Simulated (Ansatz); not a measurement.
## How Ta absorbs and reflects light

What colour and refractive index does Ta have at this level of theory?

Program: Ansatz 0.2.0. Level of theory: DFT, PBE, plane-wave PAW, default files, scalar-relativistic, independent-particle optical response without local fields. Results are calculated unless marked as measured.

## (1) Starting point

Symmetry: Im-3m, No. 229, cubic system. Conventional cell: a = 3.303 Å, b = 3.303 Å, c = 3.303 Å, α = 90.00°, β = 90.00°, γ = 90.00°. Ta has 8 Ta at 2.86 Å nearest.

## (2) Ground state and bands

First the ground state: is it a metal or has it a gap?

This step: DFT, PBE, plane-wave PAW, default files, scalar-relativistic, ground state (Ansatz 0.2.0).

input.yaml

```yaml
crystal:
  lattice:
    - [-1.65128, 1.65128, 1.65128]
    - [1.65128, -1.65128, 1.65128]
    - [1.65128, 1.65128, -1.65128]
  atoms:
    - { symbol: Ta, position: [0.0, 0.0, 0.0] }
kpoints:
  mp_grid: { grid: [9, 9, 9] }
  band_path:
    path:
      - [[0.0, 0.0, 0.0], [0.5, -0.5, 0.5], [0.0, 0.0, 0.5], [0.0, 0.0, 0.0], [0.25, 0.25, 0.25], [0.5, -0.5, 0.5]]
      - [[0.25, 0.25, 0.25], [0.0, 0.0, 0.5]]
    npoints: 10
scf:
  occupations: { method: fermi_dirac, width: 0.05 }
  n_extra_bands: 6
hamiltonian:
  xc: pbe
  pseudopotentials: { kind: paw }
output:
  forces: true
  stress: true
  populations: true
  write_bands: true
  write_density: true
  write_potential: true
  elf: true
  volumetric_format: npy
```

On the command line:

```sh
$ ansatz run input.yaml --threads 4 --pin off --max-ram 8192MiB --backend cpu --events-out ev --progress --plain --runs-dir out
```

Numbers of over 12 decimals in the logs are rounded to 6 here.

What it wrote:

```text
scf.n_extra_bands = 6 over 7 filled bands (N_el = 13.0): the run solves 13 bands
Engine: ansatz 0.2.0, aarch64-unknown-linux-gnu
Pseudopotentials: kind: paw
Pseudopotential: Ta, paw, valence charge 13, recommended cutoff 420 eV (normal), Ta.paw.azcp
Functional definition: PBE
  parameter kappa = 0.804
  parameter beta = 0.066725
  exchange = pbe_x(kappa = kappa, mu = beta*pi^2/3)
  correlation = pbe_c(beta = beta)
Crystal: 1 atoms, lattice volume = 18.010 Å³
Basis set: ecut = 420 eV, 369 PW (Γ), exchange–correlation on 40×40×40 points (8 copies of the dense FFT grid, shifted against one another)
Bands: 13, of which v1, the nominal top of the filled ones, is band 7 counted from 1 (6 counted from 0)
Symmetry: 48 space group operations
Space group: Im-3m (ITA 229), of the structure as read, at distance tolerance 2.6e-5 Å
k-points: 35 of 729
Non-local potential: Ta, projectors of the file, l = 0: 3, l = 1: 2, l = 2: 2, l = 3: 1
PAW form: soft (Blöchl's): semilocal exchange-correlation on the pseudo side does not see the compensation charge
PAW one-centre angular grid: Ta, 590 points (default); XC on 64 Gauss nodes
Initial density: superposition of atomic densities (neutral atoms: chi_scale 0, normalization atom), corrected by the library's trained network
Initial wavefunctions: pseudopotential atomic-orbital guess
Functional: x = pbe(κ = 0.804, μ = 0.219515), c = pbe(β = 0.066725)
SCF iter   1: F=—  HF=-9932.237086 eV  |F-HF|=—  |Δ(HF+E_count)|=         —  Δρ=2.30e-3  dr2=3.26e-4  ethr=1.77e-3  ⟨swp⟩=5.6  Hψ=2507  notcnv=0  defer=8
preconditioner: auto → none  [metal: Δε(μ)=0.025 eV  Ē_g=11.322 eV  σ=0.050 eV  W_gap=0.12  n_scr=0 (ndim 8)  ℏωp=19.6 eV  f_vac=0.000  D(μ)=2.46/eV (n_scr^D=42)]
SCF iter   2: F=—  HF=-9932.236859 eV  |F-HF|=—  |Δ(HF+E_count)|=   2.27e-4  Δρ=1.05e-3  dr2=6.61e-5  ethr=2.51e-6  ⟨swp⟩=2.4  Hψ=938  notcnv=0  defer=9
SCF iter   3: F=—  HF=-9932.236919 eV  |F-HF|=—  |Δ(HF+E_count)|=   5.97e-5  Δρ=4.83e-4  dr2=1.24e-5  ethr=5.09e-7  ⟨swp⟩=1.0  Hψ=405  notcnv=0  defer=9
iter 4 did not close the SCF: its close was put off for the readings that it lacked (scf_convergence_deferred on its scf_iter line)
SCF iter   4: F=-9932.236935 eV  HF=-9932.236935 eV  |F-HF|=1.64e-8  |Δ(HF+E_count)|=   1.58e-5  Δρ=2.41e-5  dr2=4.14e-8  ethr=9.58e-8  ⟨swp⟩=1.9  Hψ=484  notcnv=0  defer=9
iter 5 did not close the SCF: its close was put off for the readings that it lacked (scf_convergence_deferred on its scf_iter line)
SCF iter   5: F=-9932.236935 eV  HF=-9932.236935 eV  |F-HF|=2.82e-9  |Δ(HF+E_count)|=   1.76e-8  Δρ=9.09e-6  dr2=6.19e-9  ethr=3.19e-10  ⟨swp⟩=2.1  Hψ=505  notcnv=0  defer=9
SCF iter   6: F=-9932.236935 eV  HF=-9932.236935 eV  |F-HF|=8.00e-11  |Δ(HF+E_count)|=   2.27e-9  Δρ=8.04e-7  dr2=1.04e-10  ethr=4.76e-11  ⟨swp⟩=8.1  Hψ=2260  notcnv=0
SCF 1 converged in 6 iterations: F = -9932.236935 eV  dr2 = 1.04e-10
  greatest PAW one-centre occupation: 0.999 electrons in one spin orbital (limit 2), on the Ta atom at site 0 (counted from 0), in its partial waves of l = 0
NSCF: frozen V_eff on 62 k-points
SCF converged after 6 iterations
Free energy (F): -9932.236935 eV
Harris-Foulkes:  -9932.236935 eV  (|F-HF|=8.00e-11)
Internal energy: -9932.218316 eV  (E = F + TS)
E sigma→0 (E₀):  -9932.227625 eV
Entropy (-TS):   -0.018618 eV (-18.618 meV/atom)
Fermi energy:    18.706402 eV
--- Per-component energies (eV) ---
  E_band       = -103.207660
  E_kinetic    = 366.284119
  E_local      = -547.521624  (includes V_loc(G=0)·N_el)
  E_nonlocal   = 14.898810
  E_hartree    = 190.195441
  E_xc         = -218.553366
  E_vxc        = -204.173065  (∫ρ·V_xc dr)
  E_paw        = -8396.710417  (= ΣΔE_a)
  E_vpaw       = -113.086672  (= ΣTr[D̂ρ^β])
  E_aug_tail   = 0.000163  (compensation charges beyond the density's cutoff)
  E_ewald      = -1340.811443
  E_smearing   = -0.018618  (= −TS)
  E_closure    = 0.000000  (closes the sum)
  Σ components = -9932.236935   (vs F -9932.236935, Δ=0.00e0)
--- Forces (eV/Å), atoms counted from 1 ---
  atom   1  Ta     0.00000000     0.00000000     0.00000000
  max |Σ_I F_I| component: 1.64e-32 eV/Å
--- Stress (GPa, compression-positive) ---
        3.208159      -0.000000       0.000000
       -0.000000       3.208159      -0.000000
        0.000000       0.000000       3.208159
  P = ⅓ Tr σ = 3.2082 GPa (32.082 kbar)
--- Band table (eV; the first three rows and the last of 35) ---
  k-point 0: bands = [... 3 lower, -14.3738, 10.7429, 19.3799, 19.3799, 19.3799, 22.6547, 22.6547, 33.2630, ... 2 higher]
  k-point 1: bands = [... 3 lower, -14.3746, 11.2797, 19.0399, 19.2471, 19.9178, 22.1898, 22.6622, 33.7067, ... 2 higher]
  k-point 2: bands = [... 3 lower, -14.3767, 12.6443, 18.2896, 18.6861, 21.4612, 21.9883, 22.7779, 33.8491, ... 2 higher]
  k-point 34: bands = [... 3 lower, -15.1692, 14.9857, 15.0454, 24.1590, 24.1590, 25.2017, 26.4002, 28.8804, ... 2 higher]
--- Löwdin populations: 1 site ---
  site symbol       q [e]
     0     Ta     12.9110
  spilling = 0.006848 (of n_electrons = 13.000000)
```

Elapsed: 0.47 s, on 4 threads of Arm Neoverse V2, shared host; peak memory 0.25 GiB.

In the SCF lines HF is the Harris–Foulkes energy and dr2 the Hartree energy of the density residual, in eV; the loop may stop once dr2 is under the threshold and the program's other checks hold. Hψ counts applications of the Hamiltonian.

Read-outs, printed or worked out from the files:

| Item | Value |
| --- | --- |
| free energy | -9932.2369 eV |
| Fermi energy | 18.71 eV |
| electrons | 13 |
| symmetry operations | 48 |
| pressure | 3.208 GPa |
| volume | 18.01 Å³ |
| gap on the path | 0 eV |

There are states at the Fermi level within the smearing, so the occupations stay smeared and the carriers get a Drude term. The cell is left with a pressure of 3.2 GPa, as it stands unrelaxed at this level.

Electronic bands along the path, in eV, zero at the Fermi level; # counts the bands kept:

| point | #1 | #2 | #3 | #4 | #5 | #6 |
| --- | --- | --- | --- | --- | --- | --- |
| Γ | -7.96 | 0.67 | 0.67 | 0.67 | 3.95 | 3.95 |
| halfway | -3.78 | -1.00 | 1.20 | 1.20 | 3.14 | 4.98 |
| H | -3.87 | -3.87 | 6.78 | 6.78 | 6.78 | 8.54 |
| halfway | -3.01 | -1.96 | 1.06 | 1.67 | 7.24 | 7.89 |
| N | -4.44 | -1.60 | 1.52 | 3.83 | 4.86 | 7.75 |
| halfway | -5.68 | -0.61 | -0.15 | 3.27 | 3.36 | 4.13 |
| Γ | -7.96 | 0.67 | 0.67 | 0.67 | 3.95 | 3.95 |
| halfway | -4.61 | -1.07 | -1.07 | 4.04 | 4.04 | 5.32 |
| P | -1.29 | -1.29 | -1.29 | 5.04 | 5.04 | 7.03 |
| halfway | -1.76 | -1.76 | -1.56 | 4.40 | 4.40 | 9.38 |
| H | -3.87 | -3.87 | 6.78 | 6.78 | 6.78 | 8.54 |
| jump to P | -1.29 | -1.29 | -1.29 | 5.04 | 5.04 | 7.03 |
| halfway | -3.11 | -1.72 | 0.22 | 4.37 | 4.95 | 9.35 |
| N | -4.44 | -1.60 | 1.52 | 3.83 | 4.86 | 7.75 |

The electronic bands as a text plot (rows in eV, shown from -8.0 to 8.0 only):

```
    7.7 |          *     ******                *  *             *
    7.0 |           ******                  *   **        **
    6.3 |         ** *         *                         *
    5.7 |         ** *     *    *                       **
    5.0 |   ******          ***            *  *****    *   ******
    4.3 | **    * *   *        ****        ***     ****      **
    3.7 |**            *    ****** ********                    **
    3.0 |     ** *         *     ***                    *
    2.3 |  * *          *         *      *
    1.7 |   *   *        **  *     *    *                       *
    1.0 | ** ***         *  * *     ** *               *       *
    0.4 |*****            **   ** *******                     *
   -0.3 |                        **      **           *     **
   -1.0 |     **          **    *          *   ******      *
   -1.6 |                *  ****            **** *   *     ******
   -2.3 |       *       *                    *    *** *     **
   -3.0 |       ***    ****                            *
   -3.6 |     **  ******                    *           ***   *
   -4.3 |                  *****           *                   **
   -5.0 |    *                  *
   -5.6 |                        *        *
   -6.3 |   *                     *      *
   -7.0 |  *                       *
   -7.6 |**                         *****
         Γ           H       N        Γ         P        H|P    N
```

Valence density in the ac plane of the conventional cell at fractional y = 0.000, with atoms of Ta within 0.2 Å of it. It is the smooth field of the valence electrons, not physical close to the nuclei.

Ten even steps from '_' (0.2 e/Å³) to '@' (4.4 e/Å³), each cell a mean:
```
@@@@%%--..__________..++@@@@
@@@@**::____________..--##@@
++==::..______________..--++
....____________________....
____________________________
____________________________
____________________________
____________________________
____________________________
..________________________..
==--::________________..::--
%%##++::______________::**%%
@@@@##--____________..==@@@@
##@@%%==..__________..++@@@@
```

ELF in the ac plane of the conventional cell at fractional y = 0.000, with atoms of Ta within 0.2 Å of it. It is the smooth field of the valence electrons, not physical close to the nuclei.

Values, 14 rows by 14 columns, each cell a mean:
```
0.26 0.46 0.66 0.54 0.27 0.20 0.33 0.41 0.30 0.18 0.33 0.61 0.65 0.42
0.58 0.64 0.65 0.46 0.25 0.25 0.39 0.46 0.36 0.22 0.27 0.53 0.69 0.65
0.64 0.60 0.48 0.30 0.24 0.35 0.47 0.52 0.45 0.30 0.23 0.35 0.53 0.61
0.35 0.32 0.27 0.24 0.32 0.43 0.51 0.53 0.50 0.40 0.29 0.23 0.27 0.33
0.18 0.20 0.24 0.33 0.42 0.48 0.49 0.49 0.50 0.47 0.40 0.30 0.22 0.18
0.27 0.31 0.39 0.47 0.50 0.49 0.45 0.44 0.46 0.50 0.50 0.45 0.36 0.30
0.39 0.42 0.48 0.53 0.52 0.47 0.43 0.41 0.44 0.49 0.53 0.52 0.46 0.41
0.31 0.34 0.42 0.49 0.51 0.49 0.44 0.43 0.45 0.49 0.51 0.47 0.39 0.33
0.18 0.21 0.28 0.38 0.46 0.49 0.49 0.47 0.49 0.48 0.43 0.35 0.25 0.20
0.27 0.25 0.22 0.25 0.35 0.46 0.51 0.52 0.50 0.42 0.32 0.24 0.25 0.27
0.57 0.53 0.40 0.27 0.25 0.38 0.49 0.53 0.47 0.33 0.24 0.30 0.46 0.54
0.65 0.68 0.62 0.40 0.22 0.28 0.42 0.48 0.39 0.24 0.27 0.48 0.65 0.66
0.36 0.54 0.68 0.53 0.25 0.21 0.34 0.42 0.31 0.20 0.32 0.60 0.64 0.46
0.09 0.36 0.65 0.57 0.27 0.18 0.31 0.39 0.27 0.18 0.35 0.64 0.58 0.26
```

## (3) Spectrum

With the density converged, the vertical transitions are summed over the zone.

This step: DFT, PBE, plane-wave PAW, default files, scalar-relativistic, independent-particle optical response without local fields (Ansatz 0.2.0).

input.yaml, the sections that differ from step 2:

```yaml
kpoints:
  mp_grid: { grid: [12, 12, 12] }
scf:
  occupations: { method: fermi_dirac, width: 0.05 }
output:
  optics:
    e_range: [0, 20]
    de: 0.05
    sigma: 0.1
    drude_damping: 0.05
    nscf_kmesh: { grid: [14, 14, 14] }
    bands: { spectra_wanted_up_to: 20 }
# crystal, hamiltonian: as in step 2
```

What it wrote:

```text
[...]
Crystal: 1 atoms, lattice volume = 18.010 Å³
Basis set: ecut = 420 eV, 369 PW (Γ)
Bands: 11, of which v1, the nominal top of the filled ones, is band 7 counted from 1 (6 counted from 0)
[... 1 set-up line as in the run before ...]
[...]
k-points: 72 of 1728
[...]
SCF iter   1: F=—  HF=-9932.247713 eV  |F-HF|=—  |Δ(HF+E_count)|=         —  Δρ=2.39e-3  dr2=3.65e-4  ethr=1.77e-3  ⟨swp⟩=5.8  Hψ=4592  notcnv=0
[...]
SCF iter   7: F=-9932.247565 eV  HF=-9932.247565 eV  |F-HF|=3.64e-12  |Δ(HF+E_count)|=  1.46e-11  Δρ=1.11e-7  dr2=6.55e-13  ethr=1.00e-12  ⟨swp⟩=3.2  Hψ=1801  notcnv=0
SCF 1 converged in 7 iterations: F = -9932.247565 eV  dr2 = 6.55e-13
[...]
NSCF: frozen V_eff on 104 k-points
output.optics: what the bands over the 19 summed would add to eps1, eps2 and the energy-loss function is held between a lower and an upper bound (7 Lanczos steps). eps1, eps2 and their loss function (loss_summed_bands) are given on every row as the summed bands alone make them. Along an axis, on a row where the two bounds hold the loss function to about 1 % of the greater of itself and 0.5 % of |1/eps|, its cell (loss_completed) is given, with the completed eps1 and eps2 that it is formed of (a cell that is left empty reads nan in the table and null in the record). The two bounds hold it so along every axis on all 400 rows up to 20.000 eV. [rest of the remark cut]
SCF converged after 7 iterations
Free energy (F): -9932.247565 eV
[...]
Internal energy: -9932.233273 eV  (E = F + TS)
E sigma→0 (E₀):  -9932.240419 eV
Entropy (-TS):   -0.014291 eV (-14.291 meV/atom)
Fermi energy:    18.628385 eV
[...]
--- Band table (eV; the first three rows and the last of 72) ---
  k-point 0: bands = [... 3 lower, -14.3643, 10.7434, 19.3856, 19.3856, 19.3856, 22.6593, 22.6593, 33.2626]
  k-point 1: bands = [... 3 lower, -14.3647, 11.0500, 19.1870, 19.3206, 19.6896, 22.3550, 22.6610, 33.5320]
  k-point 2: bands = [... 3 lower, -14.3660, 11.8962, 18.6911, 19.0106, 20.5799, 21.9785, 22.7010, 33.9995]
  k-point 71: bands = [... 3 lower, -15.1854, 14.8398, 14.8398, 25.4960, 25.4960, 25.4960, 27.2535, 27.2535]
```

Run time: 4.6 s. Hardware: 4 threads; peak memory 0.78 GiB; 16 s of CPU time.

Numbers from this step:

| Item | Value |
| --- | --- |
| main peak of the optical conductivity above 1 eV, first axis | 5.276 eV |
| Drude plasma energy, first axis | 8.842 eV |
| bands summed | 19 |
| spectra valid up to | 28.82 eV |
| program's estimate of the k-sum error in Im epsilon | 0.24 % |
| electrons in the f-sum | 11.95 |

Im ε, any direction against photon energy; read off at these points:

photon energy (eV), Im ε, any direction and a bar:
```
     0.50         35 ##############################
     1.00         10 ########
     1.50          9 #######
     2.00          8 #######
     2.50         13 ###########
     3.00         17 ##############
     3.25         17 ###############
     3.50         16 ##############
     4.00         13 ###########
     4.50         13 ###########
     5.00         20 #################
     5.25         27 ########################
     5.50         22 ###################
     6.00         10 ########
     6.50          6 #####
     7.00          4 ###
     7.50          4 ###
     8.00          3 ##
     8.50          4 ###
     9.00          5 ####
     9.50          4 ###
    10.00          3 ###
    10.50          3 ##
    11.00          3 ##
    11.50          2 ##
    12.00          2 ##
    12.50          2 #
    13.00          2 #
    13.50          2 ##
    14.00          2 ##
    14.50          2 ##
    15.00          2 ##
    15.50          2 #
    16.00          1 #
    16.50          1 #
    17.00          1 #
    17.50          1 
    18.00          0 
    18.50          0 
    19.00          0 
    19.50          0 
    20.00          0
```

The Re ε, any direction by photon energy:

photon energy (eV), Re ε, any direction and a bar from the least value:
```
      0.5       -292 
      1.0        -59 ########################
      1.5        -18 ############################
      2.0         -1 #############################
      2.5          6 ##############################
      3.0          4 ##############################
      3.5          1 ##############################
      4.0          1 ##############################
      4.5          5 ##############################
      5.0          6 ##############################
      5.5        -11 ############################
      6.0        -11 ############################
      6.5         -8 #############################
      7.0         -6 #############################
      7.5         -4 #############################
      8.0         -2 #############################
      8.5         -1 #############################
      9.0         -2 #############################
      9.5         -2 #############################
     10.0         -2 #############################
     10.5         -2 #############################
     11.0         -2 #############################
     11.5         -1 #############################
     12.0         -1 #############################
     12.5         -1 #############################
     13.0         -1 #############################
     13.5         -1 #############################
     14.0         -1 #############################
     14.5         -1 #############################
     15.0         -1 #############################
     15.5         -1 #############################
     16.0         -1 #############################
     16.5         -1 #############################
     17.0         -1 #############################
     17.5         -1 #############################
     18.0         -1 #############################
     18.5         -1 #############################
     19.0          0 #############################
     19.5          0 #############################
     20.0          0 #############################
```

Table of loss function −Im 1/ε at q → 0, any direction by energy loss; read off at these points:

energy loss (eV), loss function −Im 1/ε at q → 0, any direction and a bar:
```
        1       0.00 
        2       0.12 #
        3       0.06 #
        4       0.08 #
        5       0.05 #
        6       0.04 #
        7       0.09 #
        8       0.20 ##
        9       0.19 ##
       10       0.20 ###
       11       0.27 ###
       12       0.32 ####
       13       0.45 ######
       14       0.43 #####
       15       0.34 ####
       16       0.33 ####
       17       0.41 #####
       18       0.53 #######
       19       1.37 #################
       20       2.40 ##############################
```

The refractive index n and extinction k by photon energy:

| photon energy (eV) | n | k |
| --- | --- | --- |
| 1 | 0.651 | 7.70 |
| 2 | 1.90 | 2.16 |
| 3 | 3.30 | 2.56 |
| 4 | 2.71 | 2.42 |
| 5 | 3.65 | 2.77 |
| 6 | 1.39 | 3.62 |
| 7 | 0.849 | 2.50 |
| 8 | 0.887 | 1.79 |
| 9 | 1.25 | 1.84 |
| 10 | 0.937 | 1.78 |
| 11 | 0.807 | 1.55 |
| 12 | 0.812 | 1.42 |
| 13 | 0.751 | 1.20 |
| 14 | 0.898 | 1.19 |
| 15 | 0.879 | 1.38 |
| 16 | 0.527 | 1.33 |
| 17 | 0.558 | 1.23 |
| 18 | 0.250 | 0.939 |
| 19 | 0.251 | 0.653 |
| 20 | 0.413 | 0.490 |

The reflectivity at normal incidence, any direction has structure finer than the step of the table below, so its rows give means over 1 eV, whole bins alone (the curve runs from 0.3 to 20 eV). Peaks (eV: height): 3.4: 49.4, 6.7: 71.8, 9.7: 46.7, 16.2: 48.9, 17.6: 61.1.

Reflectivity at normal incidence, any direction against photon energy; means over each step:

| photon energy (eV) | reflectivity at normal incidence, any direction (%) |
| --- | --- |
| 1 | 94.0 |
| 2 | 52.6 |
| 3 | 46.9 |
| 4 | 45.0 |
| 5 | 52.0 |
| 6 | 69.7 |
| 7 | 65.8 |
| 8 | 46.2 |
| 9 | 40.8 |
| 10 | 45.8 |
| 11 | 42.7 |
| 12 | 38.7 |
| 13 | 32.5 |
| 14 | 28.3 |
| 15 | 34.4 |
| 16 | 46.6 |
| 17 | 47.5 |
| 18 | 59.3 |
| 19 | 48.4 |

At chosen wavelengths:

| wavelength (nm) | n | k | R (%) | 1/α |
| --- | --- | --- | --- | --- |
| 1550 | 0.60 | 10.153 | 97.7 | 12 nm |
| 1064 | 0.77 | 6.301 | 92.8 | 13 nm |
| 633 | 1.74 | 2.274 | 45.2 | 22 nm |
| 405 | 3.29 | 2.592 | 47.6 | 12 nm |
| 365 | 3.04 | 2.770 | 49.3 | 10 nm |
| 248 | 3.64 | 2.767 | 50.1 | 7.1 nm |
| 193 | 1.04 | 3.135 | 70.2 | 4.9 nm |

In reflection the computed colour is faintly violet: x = 0.308, y = 0.311, luminous reflectivity 40 %.

## (4) Results

```json
{
  "gap on the path": "0 eV",
  "main peak of the optical conductivity above 1 eV, first axis": "5.28 eV",
  "Drude plasma energy, first axis": "8.84 eV"
}
```

**Reading.** At this level (PBE, independent particles) Ta is a metal with a Drude plasma energy of 8.8 eV; it reflects 39 % at 550 nm. Along x the bare Drude plasma energy is 8.8 eV; Re ε first rises through zero at 2.05 eV, far lower, because interband transitions screen the carriers. Im ε is 8.6 there, so the loss peak at that energy is weak. In reflection the computed colour is faintly violet: x = 0.308, y = 0.311, luminous reflectivity 40 %. In the base run ε includes the program's bounded estimate of what the bands above those summed add. The carriers' damping of 0.05 eV is typed, not computed; at 0.8 eV the carriers give 62 % of Im ε along the first axis; the rest comes from the sum over bands, which at low energy also holds close bands and the noise of the mesh. Spin-orbit coupling is left out although heavy atoms are present. The Fermi-Dirac width of 0.05 eV acts as an electron temperature of 580 K in the carriers' term.

[Logs are printed without paths, hosts, clocks, repeated set-up lines and the standing remarks that a program may print on its own settings, such as how far it seeks lower states.]

[Hosts, paths, dates, database ids (printed as entryN), source tags and the programs' standing remarks are cut or masked in the printed files.]
